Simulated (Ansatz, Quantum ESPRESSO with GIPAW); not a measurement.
# Solid-state NMR of C2H2BF4N by GIPAW

Wanted: NMR shieldings and quadrupolar couplings for each site of C2H2BF4N.

Main program and level: Quantum ESPRESSO with GIPAW 8.0dev (patched build); DFT, PBEsol, plane-wave PAW (pslibrary 1.0.0 recipes), scalar-relativistic, GIPAW; a patched development version of the program.

### Step 1. The starting structure

It takes space group P2_1 (No. 4, monoclinic). The conventional cell has a = 5.173 Å, b = 5.754 Å, c = 7.927 Å, α = 90.00°, β = 99.00°, γ = 90.00°. Nearest to F lie 1 C at 1.38 Å. Nearest to F lie 1 B at 1.39 Å. F has 1 B at 1.38 Å nearest. Nearest to N lie 1 C at 1.15 Å and 1 B at 1.60 Å. C has 1 N at 1.15 Å and 1 C at 1.45 Å nearest. Farther neighbours and most contacts between anions are not listed.

The cell is an entry of the Crystallography Open Database; it need not be the form that is stable at ambient conditions.

This structure had its atoms relaxed beforehand (DFT, PBEsol, plane-wave PAW (pslibrary 1.0.0 recipes), Quantum ESPRESSO with GIPAW), starting from the database entry, since shieldings follow bond lengths closely.

### Step 2. Ground state

First the ground state. The response equations take the occupied wavefunctions as exact, so conv_thr is set much tighter than for an energy. No empty states are asked for: the response is solved without them. The mesh has a spacing of 0.41 Å⁻¹ at most. The PAW files were made with ld1.x from the pslibrary 1.0.0 recipes, with GIPAW reconstruction switched on (the recipe of F slightly mended, as the packaged one fails to give a sound file).

run_scf.py reads:

```python
from ase import Atoms
from ase.calculators.espresso import Espresso, EspressoProfile

atoms = Atoms(
    ['F', 'F', 'F', 'F', 'F', 'F', 'F', 'F', 'N', 'N', 'C', 'C', 'C', 'C', 'B', 'B', 'H', 'H', 'H', 'H'],
    cell=[
        [5.17300000, 0.00000000, 0.00000000],
        [0.00000000, 5.75400000, 0.00000000],
        [-1.24005600, 0.00000000, 7.82940548],
    ],
    scaled_positions=[
        [0.86414075, 0.26389593, 0.09893147],
        [0.13585925, 0.76389593, 0.90106853],
        [0.54388115, 0.63901816, 0.35498547],
        [0.45611885, 0.13901816, 0.64501453],
        [0.71769584, 0.76953827, 0.12239406],
        [0.28230416, 0.26953827, 0.87760594],
        [0.86537582, 0.92117512, 0.38920134],
        [0.13462418, 0.42117512, 0.61079866],
        [0.43687590, 0.02361211, 0.25111291],
        [0.56312410, 0.52361211, 0.74888709],
        [0.28085009, 0.16790506, 0.23081504],
        [0.71914991, 0.66790506, 0.76918496],
        [0.08139918, 0.34822317, 0.20522491],
        [0.91860082, 0.84822317, 0.79477509],
        [0.65532821, 0.82496882, 0.28121617],
        [0.34467179, 0.32496882, 0.71878383],
        [0.16054535, 0.50067579, 0.14614646],
        [0.83945465, 1.00067579, 0.85385354],
        [0.03059610, 0.39548757, 0.33129350],
        [0.96940390, 0.89548757, 0.66870650],
    ],
    pbc=True,
)
atoms.calc = Espresso(
    profile=EspressoProfile(command='mpirun -np 4 pw.x -nk 4', pseudo_dir='./'),
    pseudopotentials={
        'F': 'F.pbesol-n-kjpaw_psl.1.0.0-gipaw.UPF',
        'N': 'N.pbesol-n-kjpaw_psl.1.0.0-gipaw.UPF',
        'C': 'C.pbesol-n-kjpaw_psl.1.0.0-gipaw.UPF',
        'B': 'B.pbesol-n-kjpaw_psl.1.0.0-gipaw.UPF',
        'H': 'H.pbesol-kjpaw_psl.1.0.0-gipaw.UPF',
    },
    input_data={
        'control': {'calculation': 'scf', 'prefix': 'x', 'outdir': './tmp/'},
        'system': {'ecutwfc': 55, 'ecutrho': 340, 'nbnd': 46},
        'electrons': {'conv_thr': 1.0e-10, 'mixing_beta': 0.7, 'electron_maxstep': 100},
    },
    kpts=(3, 3, 2),
    koffset=(0, 0, 0),
)
print('energy', atoms.get_potential_energy(), 'eV')
```

ASE writes espresso.pwi from it and starts pw.x, whose log goes to espresso.pwo.

Launch:

```console
$ python run_scf.py
```

What it wrote:

```text
Warning: card &CELL ignored
Warning: card &FCP ignored
Warning: card &RISM ignored
[...]
as large as its charge; the limit is 4.5
     Functions over the limit replaced by smooth ones with the moment of the charge, as mend_augmentation asks: 2
     This moves results (see INPUT_PW). Waves and levels in the save fit builds from 8.0dev_s219 on
     using ibrav=0 with symmetry is DISCOURAGED, use correct ibrav instead

     bravais-lattice index     =            0
     lattice parameter (alat)  =       9.7756  a.u.
     unit-cell volume          =    1572.6704 (a.u.)^3
     number of atoms/cell      =           20
     number of atomic types    =            5
     number of electrons       =        92.00
     number of Kohn-Sham states=           46
     kinetic-energy cutoff     =      55.0000  Ry
     charge density cutoff     =     340.0000  Ry
     scf convergence threshold =      1.0E-10
     mixing beta               =       0.7000
     number of iterations used =            8  plain     mixing
     Exchange-correlation= SLA-PW-PSX-PSC
                           (   1   4  10   8   0   0   0)
[...]
F                 7.00    18.99840     F ( 1.00)
     N                 5.00    14.00700     N ( 1.00)
     C                 4.00    12.01100     C ( 1.00)
     B                 3.00    10.81000     B ( 1.00)
     H                 1.00     1.00800     H ( 1.00)

      2 Sym. Ops. (no inversion) found ( 1 have fractional translation)
[...]
number of k points=     8
[...]
Dense  grid:   166513 G-vectors     FFT dimensions: (  60,  64,  90)

     Smooth grid:    86665 G-vectors     FFT dimensions: (  48,  54,  72)

     Check: negative core charge=   -0.000006

     Initial potential from superposition of free atoms

     starting charge      91.9992, renormalised to      92.0000
     Starting wfcs are   68 randomized atomic wfcs

     Self-consistent Calculation

     iteration #  1     ecut=    55.00 Ry     beta= 0.70
     Davidson diagonalization with overlap
     ethr =  1.00E-02,  avg # of iterations =  2.0

     total energy              =    -625.33038400 Ry
     estimated scf accuracy    <       1.60171112 Ry

     iteration #  2     ecut=    55.00 Ry     beta= 0.70
     Davidson diagonalization with overlap
     ethr =  1.74E-03,  avg # of iterations =  4.6

     total energy              =    -625.63752746 Ry
     estimated scf accuracy    <       1.03739711 Ry

     iteration #  3     ecut=    55.00 Ry     beta= 0.70
     Davidson diagonalization with overlap
     ethr =  1.13E-03,  avg # of iterations =  4.0

     total energy              =    -625.82342898 Ry
     estimated scf accuracy    <       0.07132257 Ry

[...]
total energy              =    -625.84896799 Ry
[...]
iteration # 14     ecut=    55.00 Ry     beta= 0.70
     Davidson diagonalization with overlap
     ethr =  7.64E-13,  avg # of iterations =  3.0

     total energy              =    -625.84896799 Ry
     estimated scf accuracy    <          3.0E-10 Ry

     iteration # 15     ecut=    55.00 Ry     beta= 0.70
     Davidson diagonalization with overlap
     ethr =  3.26E-13,  avg # of iterations =  2.5

     End of self-consistent calculation
     [one-electron energies left out]

!    total energy              =    -625.84896799 Ry
     total all-electron energy =     -2219.524677 Ry
     estimated scf accuracy    <          8.5E-11 Ry

     The total energy is the sum of the following terms:
     one-electron contribution =    -329.62767429 Ry
     hartree contribution      =     206.80106747 Ry
     xc contribution           =    -113.33194029 Ry
     ewald contribution        =    -255.13838618 Ry
     one-center paw contrib.   =    -134.55203469 Ry

     convergence has been achieved in  15 iterations
[...]
JOB DONE.
```

Run time: 54 s. Hardware: 4 MPI ranks of Arm Neoverse V1, shared host; peak memory 0.89 GiB.

It converged in 15 cycles to an estimated accuracy of 9e-11 Ry, on 8 irreducible k-points.

### Step 3. GIPAW: job nmr

The job finds the current that a weak uniform field induces (applied as a long wave, q_gipaw) and the field that this current makes at each nucleus. On atoms with p or d valence electrons much of the paramagnetic part arises close to the nucleus, where the PAW partial waves rebuild the true states. pawproj makes the reconstruction use the PAW data sets' own projectors.

nmr.in reads:

```
&inputgipaw
  job = 'nmr'
  prefix = 'x'
  tmp_dir = './tmp/'
  restart_mode = 'from_scratch'
  verbosity = 'low'
  q_gipaw = 0.01
  spline_ps = .true.
  conv_threshold = 1.0d-11
  use_nmr_macroscopic_shape = .false.
  pawproj(1) = .true.
  pawproj(2) = .true.
  pawproj(3) = .true.
  pawproj(4) = .true.
  pawproj(5) = .true.
/
```

Launch:

```console
$ mpirun -np 4 gipaw.x -in nmr.in > nmr.out
```

What it wrote:

```text
[banner, memory and clock lines left out]
[a note of our patched build left out]

     Parallelizing q-star over 1 images

     IMPORTANT: XC functional enforced from input :
     Exchange-correlation= PBESOL
                           (   1   4  10   8   0   0   0)
     Any further DFT definition will be discarded
     Please, verify this is what you really want

     In N.pbesol-n-kjpaw_psl.1.0.0-gipaw.UPF the largest augmentation function (projectors 1 and 4, L = 1) is 9.4 times
     as large as its charge; the limit is 4.5
     Functions over the limit replaced by smooth ones with the moment of the charge, as in the saved run: 2

     Check: negative core charge=   -0.000006
[...]
projs nearly linearly dependent: l=0  n1,n2= 1, 2  s=  0.99970544
[...]
alpha_pv=     45.0472 eV

     spline_ps is .false., expect some extrapolation errors

     q-space interpolation up to    66.00 Rydberg

     GIPAW job: nmr
     NMR macroscopic correction: no
[...]
Computing the magnetic susceptibility     isolve=0    ethr=  0.1000E-10
     Starting from scratch
     k-point #    1 of     8      pool #  1    cpu time:       1.3
[...]
End of magnetic susceptibility calculation

     f-sum rule (1st term):
           -80.6537          0.0000         -0.0714
             0.0000        -80.5868          0.0000
            -0.0713          0.0000        -80.6494

     f-sum rule (2nd term):
            -3.2475          0.0000          0.0720
             0.0000         -3.3147          0.0000
             0.0719          0.0000         -3.2528

     f-sum rule (should be   -83.8800):
           -83.9012          0.0000          0.0006
             0.0000        -83.9015          0.0000
             0.0006          0.0000        -83.9023

[... susceptibilities left out ...]
     Contributions to the NMR chemical shifts: -------------------------------

     Macroscopic shape contribution in ppm:                    0.00
             0.0000          0.0000          0.0000
             0.0000          0.0000          0.0000
             0.0000          0.0000          0.0000

     Core contribution in ppm:

     Atom  1  F   pos: (  0.840425  0.293535  0.149734)  core sigma:         305.83
     Atom  2  F   pos: ( -0.080142  0.849692  1.363779)  core sigma:         305.83
     Atom  3  F   pos: (  0.458785  0.710789  0.537275)  core sigma:         305.83
     Atom  4  F   pos: (  0.301498  0.154632  0.976238)  core sigma:         305.83
     Atom  5  F   pos: (  0.688356  0.855968  0.185245)  core sigma:         305.83
     Atom  6  F   pos: (  0.071927  0.299811  1.328268)  core sigma:         305.83
     Atom  7  F   pos: (  0.772078  1.024636  0.589061)  core sigma:         305.83
     Atom  8  F   pos: ( -0.011795  0.468479  0.924452)  core sigma:         305.83
     Atom  9  N   pos: (  0.376680  0.026264  0.380063)  core sigma:         235.22
     Atom 10  N   pos: (  0.383603  0.582421  1.133451)  core sigma:         235.22
     Atom 11  C   pos: (  0.225520  0.186763  0.349342)  core sigma:         199.99
     Atom 12  C   pos: (  0.534763  0.742920  1.164172)  core sigma:         199.99
     Atom 13  C   pos: (  0.032203  0.387333  0.310611)  core sigma:         199.99
     Atom 14  C   pos: (  0.728080  0.943490  1.202903)  core sigma:         199.99
     Atom 15  B   pos: (  0.587916  0.917624  0.425624)  core sigma:         164.77
     Atom 16  B   pos: (  0.172367  0.361467  1.087889)  core sigma:         164.77
     Atom 17  H   pos: (  0.125512  0.556909  0.221195)  core sigma:           0.00
     Atom 18  H   pos: (  0.634771  1.113066  1.292319)  core sigma:           0.00
     Atom 19  H   pos: ( -0.048821  0.439906  0.501417)  core sigma:           0.00
     Atom 20  H   pos: (  0.809104  0.996063  1.012096)  core sigma:           0.00

     Bare contribution in ppm:

     Atom  1  F   pos: (  0.840425  0.293535  0.149734)  bare sigma:         111.91
[...]
Atom  2  F   pos: ( -0.080142  0.849692  1.363779)  bare sigma:         111.91
[...]
Atom  3  F   pos: (  0.458785  0.710789  0.537275)  bare sigma:          91.97
[...]
Atom  4  F   pos: (  0.301498  0.154632  0.976238)  bare sigma:          91.97
[...]
Atom  5  F   pos: (  0.688356  0.855968  0.185245)  bare sigma:          91.50
[...]
Atom  6  F   pos: (  0.071927  0.299811  1.328268)  bare sigma:          91.50
[...]
Atom  7  F   pos: (  0.772078  1.024636  0.589061)  bare sigma:          90.69
[...]
Atom  8  F   pos: ( -0.011795  0.468479  0.924452)  bare sigma:          90.69
[...]
Atom  9  N   pos: (  0.376680  0.026264  0.380063)  bare sigma:         -28.22
[...]
Atom 10  N   pos: (  0.383603  0.582421  1.133451)  bare sigma:         -28.22
[...]
Atom 11  C   pos: (  0.225520  0.186763  0.349342)  bare sigma:         -48.25
[...]
Atom 12  C   pos: (  0.534763  0.742920  1.164172)  bare sigma:         -48.25
[...]
Atom 13  C   pos: (  0.032203  0.387333  0.310611)  bare sigma:         -31.55
[...]
Atom  4  F   pos: (  0.301498  0.154632  0.976238)  para_lq sigma:        -300.02
[...]
Atom  5  F   pos: (  0.688356  0.855968  0.185245)  para_lq sigma:        -299.40
[...]
Atom  6  F   pos: (  0.071927  0.299811  1.328268)  para_lq sigma:        -299.40
[...]
Atom  7  F   pos: (  0.772078  1.024636  0.589061)  para_lq sigma:        -300.17
[...]
Atom  8  F   pos: ( -0.011795  0.468479  0.924452)  para_lq sigma:        -300.17
[...]
Atom  9  N   pos: (  0.376680  0.026264  0.380063)  para_lq sigma:         -51.75
[...]
Atom 10  N   pos: (  0.383603  0.582421  1.133451)  para_lq sigma:         -51.75
[...]
Atom 11  C   pos: (  0.225520  0.186763  0.349342)  para_lq sigma:         -25.23
[...]
Atom 12  C   pos: (  0.534763  0.742920  1.164172)  para_lq sigma:         -25.23
[...]
Atom 13  C   pos: (  0.032203  0.387333  0.310611)  para_lq sigma:         -23.60
[...]
Atom 14  C   pos: (  0.728080  0.943490  1.202903)  para_lq sigma:         -23.60
[...]
Atom 15  B   pos: (  0.587916  0.917624  0.425624)  para_lq sigma:          -4.60
[...]
Atom 16  B   pos: (  0.172367  0.361467  1.087889)  para_lq sigma:          -4.60
[...]
Atom 17  H   pos: (  0.125512  0.556909  0.221195)  para_lq sigma:           0.00
[...]
Atom 18  H   pos: (  0.634771  1.113066  1.292319)  para_lq sigma:           0.00
[...]
Atom 19  H   pos: ( -0.048821  0.439906  0.501417)  para_lq sigma:           0.00
[...]
Atom 20  H   pos: (  0.809104  0.996063  1.012096)  para_lq sigma:           0.00
[...]
Total NMR chemical shifts in ppm: ---------------------------------------
     (adopting the Simpson convention for anisotropy and asymmetry)-----------

     Atom  1  F   pos: (  0.840425  0.293535  0.149734)  Total sigma:         405.13
           400.4513        -59.5143        -11.7607
           -17.1186        438.4272         11.9085
             2.5040        -14.3223        376.5170

     F       1    anisotropy:     85.64    eta:    0.1601
[...]
Atom  2  F   pos: ( -0.080142  0.849692  1.363779)  Total sigma:         405.13
[... its tensor is left out ...]
     Atom  3  F   pos: (  0.458785  0.710789  0.537275)  Total sigma:         292.00
           272.9571          6.7622         -1.4303
            15.0798        323.3583        -25.4478
            -6.2144        -23.6621        279.6756

     F       3    anisotropy:     66.71    eta:    0.0661
[...]
Atom  4  F   pos: (  0.301498  0.154632  0.976238)  Total sigma:         292.00
[... its tensor is left out ...]
     Atom  5  F   pos: (  0.688356  0.855968  0.185245)  Total sigma:         290.28
           284.4914        -18.9586        -36.1914
           -19.1413        281.7049         24.5058
           -27.3868         15.0425        304.6425

     F       5    anisotropy:     75.38    eta:    0.2065
[...]
Atom  6  F   pos: (  0.071927  0.299811  1.328268)  Total sigma:         290.28
[... its tensor is left out ...]
     Atom  7  F   pos: (  0.772078  1.024636  0.589061)  Total sigma:         286.23
           306.4671          6.2313         30.0051
            -4.5967        265.1777         -3.1792
            26.6852          3.2445        287.0424

     F       7    anisotropy:     60.74    eta:    0.0458
[...]
Atom  8  F   pos: ( -0.011795  0.468479  0.924452)  Total sigma:         286.23
[... its tensor is left out ...]
     Atom  9  N   pos: (  0.376680  0.026264  0.380063)  Total sigma:          28.48
            81.2696       -184.4379         36.7513
          -161.0028         87.4499        -27.9680
            43.4972        -39.8494        -83.2815

     N       9    anisotropy:    354.73    eta:    0.0423
[...]
Atom 10  N   pos: (  0.383603  0.582421  1.133451)  Total sigma:          28.48
[... its tensor is left out ...]
     Atom 11  C   pos: (  0.225520  0.186763  0.349342)  Total sigma:          52.24
            87.9424       -147.2424         20.6054
          -144.5388        107.7265        -31.5186
            22.6300        -34.2388        -38.9556

     C      11    anisotropy:    295.56    eta:    0.0703
[...]
Atom 12  C   pos: (  0.534763  0.742920  1.164172)  Total sigma:          52.24
[... its tensor is left out ...]
     Atom 13  C   pos: (  0.032203  0.387333  0.310611)  Total sigma:          93.75
           112.8218         20.9204         35.5597
            20.6197         70.2935         13.7508
            35.6007         13.9144         98.1406

     C      13    anisotropy:     83.77    eta:    0.1442
[...]
Atom 14  C   pos: (  0.728080  0.943490  1.202903)  Total sigma:          93.75
[... its tensor is left out ...]
     Atom 15  B   pos: (  0.587916  0.917624  0.425624)  Total sigma:          89.83
            86.3440         11.2890         -3.6753
            11.4319         85.8630          2.1618
            -3.2334          2.4068         97.2866

     B      15    anisotropy:    -23.70    eta:    0.1135
[...]
Atom 16  B   pos: (  0.172367  0.361467  1.087889)  Total sigma:          89.83
[... its tensor is left out ...]
     Atom 17  H   pos: (  0.125512  0.556909  0.221195)  Total sigma:          17.56
            17.8850          2.7036          0.3600
             2.1389         19.2332         -1.1226
             1.1163          0.2284         15.5740

     H      17    anisotropy:      5.26    eta:    0.5072
[...]
Atom 18  H   pos: (  0.634771  1.113066  1.292319)  Total sigma:          17.56
[... its tensor is left out ...]
     Atom 19  H   pos: ( -0.048821  0.439906  0.501417)  Total sigma:          17.17
            14.3883         -0.6166          1.7032
            -1.3944         15.2154          2.6347
             0.1789          2.1432         21.9090

     H      19    anisotropy:      8.32    eta:    0.4481
[...]
Atom 20  H   pos: (  0.809104  0.996063  1.012096)  Total sigma:          17.17
[... its tensor is left out ...]
```

It took 11 min on 4 MPI ranks; peak memory 0.75 GiB.

The f-sum rule is met to 0.022 of 83.9 (0.03 %). Converged shieldings require that this miss be small, but a small miss does not prove them. This build smooths some augmentation functions of the files as it reads them, which, it says, moves results; by how much was not measured here.

From the symmetric part of each tensor, with principal values σ11 ≤ σ22 ≤ σ33: σ_iso is their mean, the span is σ33 − σ11 and the skew 3(σ_iso − σ22)/span. (gipaw.x prints an anisotropy in another convention.)

| site | atom no. | atoms in cell | σ_iso (ppm) | span (ppm) | skew |
| --- | --- | --- | --- | --- | --- |
| F(1) | 1 | 2 | 405.1 | 90.2 | 0.80 |
| F(2) | 3 | 2 | 292.0 | 68.2 | 0.91 |
| F(3) | 5 | 2 | 290.3 | 80.6 | 0.74 |
| F(4) | 7 | 2 | 286.2 | 61.7 | 0.94 |
| N | 9 | 2 | 28.5 | 359.7 | 0.94 |
| C(1) | 11 | 2 | 52.2 | 302.5 | 0.91 |
| C(2) | 13 | 2 | 93.8 | 87.8 | 0.82 |
| B | 15 | 2 | 89.8 | 24.6 | -0.85 |
| H(1) | 17 | 2 | 17.56 | 6.15 | 0.42 |
| H(2) | 19 | 2 | 17.17 | 9.56 | 0.48 |

The macroscopic shape term is switched off. For a spherical sample the valence susceptibility of this run would add about 6 ppm to every site, a rough estimate, since the susceptibility converges slowly and lacks part of the PAW terms. Differences within the crystal don't depend on it, but shieldings of different compounds can't be compared to better than a few ppm without it.

In this run the largest span is that of N (site symmetry 1), with principal values -94.8, -84.8 and 265.0 ppm.

How the isotropic values are made up (ppm). The core part is that of the free atom's core; bare is the current of the smooth valence states; the last two are what the PAW spheres add to the diamagnetic and the paramagnetic current:

| site | core | bare | reconstruction, dia | reconstruction, para |
| --- | --- | --- | --- | --- |
| F(1) | 305.8 | 111.9 | 42.7 | -55.3 |
| F(2) | 305.8 | 92.0 | 43.3 | -149.1 |
| F(3) | 305.8 | 91.5 | 43.3 | -150.4 |
| F(4) | 305.8 | 90.7 | 43.3 | -153.6 |
| N | 235.2 | -28.2 | 6.7 | -185.2 |
| C(1) | 200.0 | -48.2 | 4.7 | -104.2 |
| C(2) | 200.0 | -31.6 | 4.5 | -79.2 |
| B | 164.8 | -43.2 | 2.9 | -34.7 |
| H(1) | 0.0 | 16.5 | 1.1 | 0.0 |
| H(2) | 0.0 | 16.1 | 1.1 | 0.0 |

[end of part 1 of 2]

[Banner, clock, file and message-heading lines were taken out of the pw.x and gipaw.x logs.]

[Logs are printed without paths, hosts, clocks, repeated set-up lines and the standing remarks that a program may print on its own settings, such as how far it seeks lower states.]

[Hosts, paths, dates, database ids (printed as entryN), source tags and the programs' standing remarks are cut or masked in the printed files.]

[Where no reference line passes its bar on scatter, no shift is given, so a measured shift of this compound may stand uncompared.]
